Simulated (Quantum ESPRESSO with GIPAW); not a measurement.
# 23Na and 17O NMR of K3NaSe2O8, calculated, part 2 of 2

Wanted: NMR shieldings for each site of K3NaSe2O8.

Quantum ESPRESSO with GIPAW; PBEsol.

So far. Step 2 (Self-consistent run): It converged in 48 cycles to an estimated accuracy of 4e-11 Ry, on 9 irreducible k-points.

**3. Magnetic response**

Level of this step: DFT, PBEsol, plane-wave PAW (pslibrary 1.0.0 recipes), scalar-relativistic, GIPAW shieldings (Quantum ESPRESSO with GIPAW).

The job finds the current that a weak uniform field induces (applied as a long wave, q_gipaw) and the field that this current makes at each nucleus. On atoms with p or d valence electrons much of the paramagnetic part arises close to the nucleus, where the PAW partial waves rebuild the true states. pawproj makes the reconstruction use the PAW data sets' own projectors.

Input file nmr.in:

```
&inputgipaw
  job = 'nmr'
  prefix = 'x'
  tmp_dir = './tmp/'
  restart_mode = 'from_scratch'
  verbosity = 'low'
  q_gipaw = 0.01
  spline_ps = .true.
  conv_threshold = 1.0d-11
  use_nmr_macroscopic_shape = .false.
  pawproj(1) = .true.
  pawproj(2) = .true.
  pawproj(3) = .true.
  pawproj(4) = .true.
/
```

The run is started by

```bash
$ mpirun -np 4 gipaw.x -in nmr.in > nmr.out
```

What it wrote:

```text
[banner, memory and clock lines left out]
[a note of our patched build left out]

     Parallelizing q-star over 1 images

     IMPORTANT: XC functional enforced from input :
     Exchange-correlation= PBESOL
                           (   1   4  10   8   0   0   0)
     Any further DFT definition will be discarded
     Please, verify this is what you really want

[...]
projs nearly linearly dependent: l=0  n1,n2= 1, 2  s=  0.99583929
[...]
WARNING: some symmetry operations do not permute x, y and z, so the susceptibility and the shape term are
     wrong: all shieldings move alike (in wurtzite BN nosym gave 13 and 6 ppm more at 3 and 6 points an axis).
     Run pw.x with nosym, and raise the mesh until the susceptibility stays

     alpha_pv=     98.4304 eV

     spline_ps is .false., expect some extrapolation errors

     q-space interpolation up to    90.00 Rydberg

     GIPAW job: nmr
     NMR macroscopic correction: no
[...]
Computing the magnetic susceptibility     isolve=0    ethr=  0.1000E-10
     Starting from scratch
     k-point #    1 of     9      pool #  1    cpu time:       2.7
[...]
End of magnetic susceptibility calculation

     f-sum rule (1st term):
           -96.4509          0.0000          0.0000
             0.0000        -96.4509         -0.0000
             0.0000         -0.0000        -96.4515

     f-sum rule (2nd term):
            -2.0185         -0.0000          0.0000
            -0.0000         -2.0185          0.0000
             0.0000          0.0000         -2.0161

     f-sum rule (should be   -98.4641):
           -98.4694          0.0000          0.0000
             0.0000        -98.4694         -0.0000
             0.0000         -0.0000        -98.4676

[... susceptibilities left out ...]
     Contributions to the NMR chemical shifts: -------------------------------

     Macroscopic shape contribution in ppm:                    0.00
             0.0000          0.0000          0.0000
             0.0000          0.0000          0.0000
             0.0000          0.0000          0.0000

     Core contribution in ppm:

     Atom  1  Se  pos: (  0.500000  0.288675  0.923616)  core sigma:        2629.72
     Atom  2  Se  pos: ( -0.000000  0.577350  0.355084)  core sigma:        2629.72
     Atom  3  K   pos: (  0.000000  0.000000  0.639350)  core sigma:        1192.38
     Atom  4  K   pos: (  0.500000  0.288675  0.213259)  core sigma:        1192.38
     Atom  5  K   pos: ( -0.000000  0.577350  1.065440)  core sigma:        1192.38
     Atom  6  Na  pos: (  0.000000  0.000000  0.000000)  core sigma:         376.66
     Atom  7  O   pos: (  0.728790  0.156583  1.025590)  core sigma:         270.50
     Atom  8  O   pos: (  0.500000  0.552860  1.025590)  core sigma:         270.50
     Atom  9  O   pos: (  0.271210  0.156583  1.025590)  core sigma:         270.50
     Atom 10  O   pos: ( -0.228790  0.709443  0.253109)  core sigma:         270.50
     Atom 11  O   pos: (  0.228790  0.709443  0.253109)  core sigma:         270.50
     Atom 12  O   pos: (  0.000000  0.313166  0.253109)  core sigma:         270.50
     Atom 13  O   pos: (  0.500000  0.288675  0.644963)  core sigma:         270.50
     Atom 14  O   pos: ( -0.000000  0.577350  0.633737)  core sigma:         270.50

     Bare contribution in ppm:

     Atom  1  Se  pos: (  0.500000  0.288675  0.923616)  bare sigma:          27.53
[...]
Atom  2  Se  pos: ( -0.000000  0.577350  0.355084)  bare sigma:          27.53
[...]
Atom  3  K   pos: (  0.000000  0.000000  0.639350)  bare sigma:         123.05
[...]
Atom  4  K   pos: (  0.500000  0.288675  0.213259)  bare sigma:         119.51
[...]
Atom  5  K   pos: ( -0.000000  0.577350  1.065440)  bare sigma:         119.51
[...]
Atom  6  Na  pos: (  0.000000  0.000000  0.000000)  bare sigma:         125.36
[...]
Atom  7  O   pos: (  0.728790  0.156583  1.025590)  bare sigma:          -7.78
[...]
Atom  8  O   pos: (  0.500000  0.552860  1.025590)  bare sigma:          -7.78
[...]
Atom  9  O   pos: (  0.271210  0.156583  1.025590)  bare sigma:          -7.78
[...]
Atom 10  O   pos: ( -0.228790  0.709443  0.253109)  bare sigma:          -7.78
[...]
Atom 11  O   pos: (  0.228790  0.709443  0.253109)  bare sigma:          -7.78
[...]
Atom 12  O   pos: (  0.000000  0.313166  0.253109)  bare sigma:          -7.78
[...]
Atom 13  O   pos: (  0.500000  0.288675  0.644963)  bare sigma:          -9.08
[...]
Atom 14  O   pos: ( -0.000000  0.577350  0.633737)  bare sigma:          -9.08
[...]
Diamagnetic contribution in ppm:

     Atom  1  Se  pos: (  0.500000  0.288675  0.923616)  dia sigma:         320.29
[...]
Atom  2  Se  pos: ( -0.000000  0.577350  0.355084)  dia sigma:         320.29
[...]
Atom  3  K   pos: (  0.000000  0.000000  0.639350)  dia sigma:          -3.51
[...]
Atom 13  O   pos: (  0.500000  0.288675  0.644963)  para sigma:         -63.27
[...]
Atom 14  O   pos: ( -0.000000  0.577350  0.633737)  para sigma:         -63.27
[...]
Paramagnetic US occ-occ contribution in ppm:

     Atom  1  Se  pos: (  0.500000  0.288675  0.923616)  para_oo sigma:         -14.02
[...]
Atom  2  Se  pos: ( -0.000000  0.577350  0.355084)  para_oo sigma:         -14.02
[...]
Atom  3  K   pos: (  0.000000  0.000000  0.639350)  para_oo sigma:          -0.30
[...]
Atom  4  K   pos: (  0.500000  0.288675  0.213259)  para_oo sigma:          -0.54
[...]
Atom  5  K   pos: ( -0.000000  0.577350  1.065440)  para_oo sigma:          -0.54
[...]
Atom  6  Na  pos: (  0.000000  0.000000  0.000000)  para_oo sigma:          -2.29
[...]
Atom  7  O   pos: (  0.728790  0.156583  1.025590)  para_oo sigma:          -1.66
[...]
Atom  8  O   pos: (  0.500000  0.552860  1.025590)  para_oo sigma:          -1.66
[...]
Atom  9  O   pos: (  0.271210  0.156583  1.025590)  para_oo sigma:          -1.66
[...]
Atom 10  O   pos: ( -0.228790  0.709443  0.253109)  para_oo sigma:          -1.66
[...]
Atom 11  O   pos: (  0.228790  0.709443  0.253109)  para_oo sigma:          -1.66
[...]
Atom 12  O   pos: (  0.000000  0.313166  0.253109)  para_oo sigma:          -1.66
[...]
Atom 13  O   pos: (  0.500000  0.288675  0.644963)  para_oo sigma:          -1.95
[...]
Atom 14  O   pos: ( -0.000000  0.577350  0.633737)  para_oo sigma:          -1.95
[...]
Paramagnetic US L_R Q_R contribution in ppm:

     Atom  1  Se  pos: (  0.500000  0.288675  0.923616)  para_lq sigma:       -1024.30
[...]
Atom  2  Se  pos: ( -0.000000  0.577350  0.355084)  para_lq sigma:       -1024.30
[...]
Atom  3  K   pos: (  0.000000  0.000000  0.639350)  para_lq sigma:         106.59
[...]
Atom  4  K   pos: (  0.500000  0.288675  0.213259)  para_lq sigma:         105.95
[...]
Atom  5  K   pos: ( -0.000000  0.577350  1.065440)  para_lq sigma:         105.95
[...]
Atom  6  Na  pos: (  0.000000  0.000000  0.000000)  para_lq sigma:        -658.93
[...]
Atom  7  O   pos: (  0.728790  0.156583  1.025590)  para_lq sigma:        -234.10
[...]
Atom  8  O   pos: (  0.500000  0.552860  1.025590)  para_lq sigma:        -234.10
[...]
Atom  9  O   pos: (  0.271210  0.156583  1.025590)  para_lq sigma:        -234.10
[...]
Atom 10  O   pos: ( -0.228790  0.709443  0.253109)  para_lq sigma:        -234.10
[...]
Atom 11  O   pos: (  0.228790  0.709443  0.253109)  para_lq sigma:        -234.10
[...]
Atom 12  O   pos: (  0.000000  0.313166  0.253109)  para_lq sigma:        -234.10
[...]
Atom 13  O   pos: (  0.500000  0.288675  0.644963)  para_lq sigma:        -236.62
[...]
Atom 14  O   pos: ( -0.000000  0.577350  0.633737)  para_lq sigma:        -236.62
[...]
Total NMR chemical shifts in ppm: ---------------------------------------
     (adopting the Simpson convention for anisotropy and asymmetry)-----------

     Atom  1  Se  pos: (  0.500000  0.288675  0.923616)  Total sigma:         551.49
           508.5796         -0.0000          0.0000
            -0.0000        508.5796         -0.0000
             0.0000         -0.0000        637.3235

     Se      1    anisotropy:    128.74    eta:    0.0000
[...]
Atom  2  Se  pos: ( -0.000000  0.577350  0.355084)  Total sigma:         551.49
[... its tensor is left out ...]
     Atom  3  K   pos: (  0.000000  0.000000  0.639350)  Total sigma:        1210.15
          1201.7803          0.0000         -0.0000
             0.0000       1201.7803         -0.0000
            -0.0000         -0.0000       1226.8797

     K       3    anisotropy:     25.10    eta:    0.0000
[...]
Atom  4  K   pos: (  0.500000  0.288675  0.213259)  Total sigma:        1183.08
          1178.7983          0.0000          0.0000
             0.0000       1178.7983         -0.0000
             0.0000         -0.0000       1191.6406

     K       4    anisotropy:     12.84    eta:    0.0000
[...]
Atom  5  K   pos: ( -0.000000  0.577350  1.065440)  Total sigma:        1183.08
[... its tensor is left out ...]
     Atom  6  Na  pos: (  0.000000  0.000000  0.000000)  Total sigma:         554.96
           553.8547          0.0000          0.0000
             0.0000        553.8547          0.0000
             0.0000          0.0000        557.1587

     Na      6    anisotropy:      3.30    eta:    0.0000
[...]
Atom  7  O   pos: (  0.728790  0.156583  1.025590)  Total sigma:         -18.36
            54.0165        -83.9142         67.0535
           -83.9142        -42.8793        -38.7134
            66.1875        -38.2134        -66.2206

     O       7    anisotropy:    225.96    eta:    0.0312
[...]
Atom  8  O   pos: (  0.500000  0.552860  1.025590)  Total sigma:         -18.36
[... its tensor is left out ...]
     Atom  9  O   pos: (  0.271210  0.156583  1.025590)  Total sigma:         -18.36
[... its tensor is left out ...]
     Atom 10  O   pos: ( -0.228790  0.709443  0.253109)  Total sigma:         -18.36
[... its tensor is left out ...]
     Atom 11  O   pos: (  0.228790  0.709443  0.253109)  Total sigma:         -18.36
[... its tensor is left out ...]
     Atom 12  O   pos: (  0.000000  0.313166  0.253109)  Total sigma:         -18.36
[... its tensor is left out ...]
     Atom 13  O   pos: (  0.500000  0.288675  0.644963)  Total sigma:         -23.61
          -107.7992          0.0000         -0.0000
             0.0000       -107.7992          0.0000
            -0.0000          0.0000        144.7712

     O      13    anisotropy:    252.57    eta:    0.0000
[...]
Atom 14  O   pos: ( -0.000000  0.577350  0.633737)  Total sigma:         -23.61
[... its tensor is left out ...]
```

Run time: 39 min. Hardware: 4 MPI ranks of Arm Neoverse V1, shared host; peak memory 1.1 GiB; 2.6 h of CPU time.

The f-sum rule is met to 0.0053 of 98.5 (0.005 %). Converged shieldings require that this miss be small, but a small miss does not prove them. gipaw.x warns that with these symmetry operations the susceptibility and the shape term are unreliable; the other terms are not touched.

From the symmetric part of each tensor, with principal values σ11 ≤ σ22 ≤ σ33: σ_iso is their mean, the span is σ33 − σ11 and the skew 3(σ_iso − σ22)/span. (gipaw.x prints an anisotropy in another convention.)

```csv
site,atom no.,atoms in cell,σ_iso (ppm),span (ppm),skew
Se,1,2,551.5,128.7,1.00
K(1),3,1,1210.1,25.1,1.00
K(2),4,2,1183.1,12.8,1.00
Na,6,1,555.0,3.3,1.00
O(1),7,6,-18.4,228.3,0.96
O(2),13,2,-23.6,252.6,1.00
```

The macroscopic shape term is switched off. For a spherical sample the valence susceptibility of this run would add about 7 ppm to every site, a rough estimate, since the susceptibility converges slowly and lacks part of the PAW terms, above all in hexagonal and trigonal cells. Differences within the crystal don't depend on it, but shieldings of different compounds can't be compared to better than a few ppm without it.

An axis of order three or more runs through Se, K(1), K(2), Na and O(2), so two principal values coincide and the skew is ±1. In this run the largest span is that of O(2) (site symmetry 3m), with principal values -107.8, -107.8 and 144.8 ppm. On O(1) the most shielded direction lies along its short bond to Se: a field along the bond can't mix the bonding orbital with those across it, so the paramagnetic term is smallest there. On O(2) the most shielded direction lies along its short bond to Se: a field along the bond can't mix the bonding orbital with those across it, so the paramagnetic term is smallest there.

23Na, 17O and 39K also have a quadrupolar coupling here. It is not given: on PAW files the efg job of this gipaw.x leaves out the augmentation charge of neighbouring atoms and can miss by tens of per cent.

**4. Sites, surroundings and shifts**

Covalently bonded atoms count as neighbours within 1.18 times the sum of their radii. Otherwise a cation's neighbours lie within 1.2 times its shortest bond (1.3 for large cations, each anion's radius taken off where they differ), and an anion's are the cations that count it.

```csv
site,atom no.,atoms in cell,surroundings,bonds (Å),σ_iso (ppm)
Se,1,2,SeO4,1.65 to 1.67,551.5
K(1),3,1,KO12,2.94 to 3.41,1210.1
K(2),4,2,KO10,2.55 to 3.17,1183.1
Na,6,1,NaO6,2.378,555.0
O(1),7,6,bound to SeNaK4,1.67 to 3.17,-18.4
O(2),13,2,bound to SeK4,1.65 to 3.41,-23.6
```

By surroundings the K shieldings are 10-coordinate: 1183.1; 12-coordinate: 1210.1 ppm. By surroundings the O shieldings are 5-coordinate: -23.6; 6-coordinate: -18.4 ppm.

Simulated spectrum: 77Se static powder, 18.8 T (153.3 MHz), lines broadened by 3 ppm; the axis counts ppm from the isotropic position of Se, as −Δσ; rigid lattice, with dipolar and J couplings left out.

offset (ppm), intensity and a bar:
```
     60.1       0.00 
     55.0       0.00 
     49.9       0.01 
     44.9       0.19 ######
     41.8       1.00 ##############################
     40.2       0.78 #######################
     35.2       0.44 #############
     30.1       0.34 ##########
     25.4       0.29 #########
     20.4       0.25 ########
     15.3       0.23 #######
     10.6       0.21 ######
      5.6       0.20 ######
      0.5       0.18 ######
     -4.5       0.17 #####
     -9.2       0.17 #####
    -14.3       0.16 #####
    -19.3       0.15 #####
    -24.0       0.15 ####
    -29.0       0.14 ####
    -34.1       0.14 ####
    -38.8       0.13 ####
    -43.8       0.13 ####
    -48.9       0.12 ####
    -53.9       0.12 ####
    -58.6       0.12 ####
    -63.7       0.12 ###
    -68.7       0.11 ###
    -73.4       0.11 ###
    -78.5       0.11 ###
    -83.5       0.10 ###
    -88.2       0.01 
    -93.2       0.00 
    -98.3       0.00 
   -103.0       0.00
```

Most prominent maxima (ppm: height): 41.8: 1.00.

**5. Results**

- 23Na shielding without shape term: 555.0 ppm
- 17O shielding without shape term: -23.6, -18.4 ppm
- 77Se shielding without shape term: 551.5 ppm
- 39K shielding without shape term: 1183.1, 1210.1 ppm

In words: 23Na has one site (NaO6), with isotropic shielding 555.0 ppm (shape term left out). A shift needs a reference, δ = σ_ref − σ, fixed on measured compounds; for 23Na of this kind at this level too few were at hand, or they scattered too widely about a line, so none is given. No sound run at another cutoff or mesh is at hand, so convergence rests on the f-sum rule and on experience with these files. This build of gipaw.x prints that it is not audited and that its numbers are no references by themselves. It also reports spline_ps as false although the input sets it; why was not traced.

[Banner, clock, file and message-heading lines were taken out of the pw.x and gipaw.x logs.]

[Logs are printed without paths, hosts, clocks, repeated set-up lines and the standing remarks that a program may print on its own settings, such as how far it seeks lower states.]

[Hosts, paths, dates, database ids (printed as entryN), source tags and the programs' standing remarks are cut or masked in the printed files.]

[Where no reference line passes its bar on scatter, no shift is given, so a measured shift of this compound may stand uncompared.]
